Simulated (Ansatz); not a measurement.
# Ru (P6_3/mmc, 2 atoms in the cell): modes against uniaxial strain along c, part 2 of 2

Aim: how do the optical modes of Ru (P6_3/mmc, 2 atoms in the cell) shift and split under this strain?

Ansatz 0.2.0; DFT LDA, scalar-relativistic, plane waves, PAW; PAW set soft_1.

So far, highest optical mode at the zone centre (no LO-TO term) (cm⁻¹): step 5 (zone-centre response at rest) 278; step 7 (strain 4 %) 220.

## Step 8: A member of the series: uniaxial strain of -4 % along c (continued)

Step by step:

```
step  energy less that of the first step (eV)  largest force component (eV/Å)  pressure (GPa)  volume (Å³)
   1                                   0.0000                          0.0000           11.45        25.54
   2                                   0.0004                          0.0000            6.90        25.84
   3                                  -0.0010                          0.0000            9.01        25.70
   4                                  -0.0010                          0.0000            9.04        25.70
  5*                                  -0.0014                          0.0000            9.06        25.70
   6                                  -0.0014                          0.0000            9.04        25.70
  7*                                  -0.0014                          0.0000            9.04        25.70
```

Relaxation steps marked * repeat the geometry before them on a plane-wave basis chosen anew for their cell, so energy and pressure can jump there.

```
conventional cell, symmetrised  before  after  change
                         a (Å)   2.697  2.705  +0.3 %
                         b (Å)   2.697  2.705  +0.3 %
                         c (Å)   4.055  4.055  +0.0 %
              volume (Å³/atom)   12.77  12.85  +0.6 %
```

The relaxed structure:

```xyz
2
Lattice="2.7052 0.0000 0.0000 -1.3526 2.3427 0.0000 0.0000 0.0000 4.0550" Properties=species:S:1:pos:R:3 pbc="T T T"
Ru    0.0000    1.5618    1.0137
Ru    1.3526    0.7809    3.0412
```

This step gave:

```
pressure        : 9.039 GPa
volume per atom : 12.85 Å³
```

The largest force component left is 2.7e-4 meV/Å.

## Step 9: Zone-centre modes of the member: uniaxial strain of -4 % along c

The zone-centre modes follow for uniaxial strain of -4 % along c.

input.yaml reads:

```yaml
crystal:
  lattice:
    - [2.705155955, 0.0, 0.0]
    - [-1.3525779775, 2.3427337782, 0.0]
    - [0.0, 0.0, 4.0549917728]
  atoms:
    - { symbol: Ru, position: [0.3333333303, 0.6666666697, 0.25] }
    - { symbol: Ru, position: [0.6666666697, 0.3333333303, 0.75] }
kpoints:
  mp_grid: { grid: [18, 18, 12] }
hamiltonian:
  xc: lda
  pseudopotentials: { kind: paw, azcp: { folder: soft_1 }, xc_functional: pbe }
scf:
  occupations: { method: methfessel_paxton, width: 0.2 }
output:
  eigenvalues: true
phonons:
  method: dfpt
```

Started as:

```sh
$ ansatz run input.yaml --threads 4 --pin off --max-ram 10240MiB --backend cpu --events-out ev --progress --plain --runs-dir out
```

Run time: 20 s. Hardware: 4 threads of Arm Neoverse V2, shared host; peak memory 1.2 GiB.

This step gave:

| Item | Value |
| --- | --- |
| sum-rule residual before enforcement | 9.50e-6 eV/Å² |
| highest optical mode at the zone centre (no LO-TO term) | 326.9 cm⁻¹ |
| lowest optical zone-centre mode | 230.4 cm⁻¹ |

Patterns of degenerate modes are one choice out of their space. Modes at Γ:

```
mode  frequency (cm⁻¹)  symmetry
   1               0.0  acoustic
   2               0.0  acoustic
   3               0.0  acoustic
   4             230.4       E2g
   5             230.4       E2g
   6             326.9       B1g
```

Displacements in mode 5 (230.4 cm⁻¹), the largest set to 1:
```
Ru1  1.00  0.00  0.00
Ru2 -1.00  0.00  0.00
```

Displacements in mode 6 (326.9 cm⁻¹), the largest set to 1:
```
Ru1  0.00  0.00  1.00
Ru2  0.00  0.00 -1.00
```

The lowest optical mode is real, 230 cm⁻¹, and the highest lies at 326.9 cm⁻¹.

For the highest optical mode at the zone centre (no LO-TO term), step 5 gave 278 cm⁻¹; this run, with strain -4 %, gives 327 cm⁻¹ (+18 %).

## Step 10: All members side by side

The members are set side by side, also those not shown above.

Stress is positive in compression; energies are extrapolated to zero smearing, and E0 is that at rest; the edges not held and the atoms are relaxed in each cell; all runs use 18×18×12 k points and Methfessel-Paxton smearing of 0.2 eV. State of the crystal along the series:

```
strain (%)  stress along the axis (GPa)  free strain along a (%)  free strain along b (%)  E - E0 (meV/atom)
        -4                        27.12                    1.131                    1.131              44.24
        -3                        20.06                   0.8123                   0.8123              24.63
        -2                        13.21                    0.517                    0.517              10.82
        -1                        6.495                   0.2474                   0.2474              2.653
         0                     -2.45e-4                        0                        0                  0
         1                       -6.189                  -0.2292                  -0.2292              2.561
         2                       -12.04                  -0.4439                  -0.4439              9.989
         3                        -17.6                  -0.6435                  -0.6435              21.97
         4                       -22.91                  -0.8258                  -0.8258              38.25
```

Optical modes are counted from below at rest and tracked from member to member by their patterns, and modes that stay within 0.3 cm⁻¹ of each other stand once; labels, where given, are those at rest; the edges not held and the atoms are relaxed in each cell; all runs use 18×18×12 k points and Methfessel-Paxton smearing of 0.2 eV. Optical modes along the series:

```
strain (%)  optical mode 1 E2g (cm⁻¹)  optical mode 2 B1g (cm⁻¹)
        -4                      230.4                      326.9
        -3                      225.7                      315.3
        -2                      221.1                      303.5
        -1                      216.4                        291
         0                      211.6                      277.7
         1                      206.6                      263.9
         2                      201.5                      249.6
         3                      196.4                      234.9
         4                      191.4                      219.6
```

Value and slope at zero strain of a cubic (a lower polynomial where under five rows exist) through the rows within 2 % of rest. Slopes at rest:

```
              mode  frequency (cm⁻¹)  shift per percent of strain (cm⁻¹)  shift per GPa of compressive stress (cm⁻¹)
optical mode 1 E2g             211.6                               -4.96                                        0.78
optical mode 2 B1g             277.7                              -13.56                                        2.13
```

## Step 11: Summary of results

```yaml
members: 9
highest_optical_mode_at_the_zone_centre_no_lo_to_term_at_rest: 277.7 cm⁻¹
young_s_modulus_along_c: 635 GPa
optical_mode_1_e2g_shift_per_percent: -4.96 cm⁻¹
optical_mode_2_b1g_shift_per_percent: -13.56 cm⁻¹
```

**Reading.** The stress changes by 6.35 GPa for each percent, a Young’s modulus of 635 GPa along c. For each percent the free edge responds with -0.24 %. The fastest shift in the table of slopes is -13.6 cm⁻¹ for each percent (optical mode 2 B1g), or 2.1 cm⁻¹ for each GPa of compressive stress. For small strain, the measured shift of a line that Raman or infrared light can see, divided by its slope, estimates the stress, if the state of stress is of this kind. These are harmonic frequencies at zero temperature: anharmonic shifts, linewidths and thermal expansion are left out. With no gap, or one that is small against the smearing, the frequencies hang on the k mesh and the smearing, most of all near Kohn anomalies. The PAW files were made for PBE; the program adapts parts of them to the functional of the run, but their partial waves stay those of PBE, an approximation that was not tested in this session. Only the zone centre was solved, so an instability at another wavevector cannot show here.

[Logs are printed without paths, hosts, clocks, repeated set-up lines and the standing remarks that a program may print on its own settings, such as how far it seeks lower states.]

[Hosts, paths, dates, database ids (printed as entryN), source tags and the programs' standing remarks are cut or masked in the printed files.]
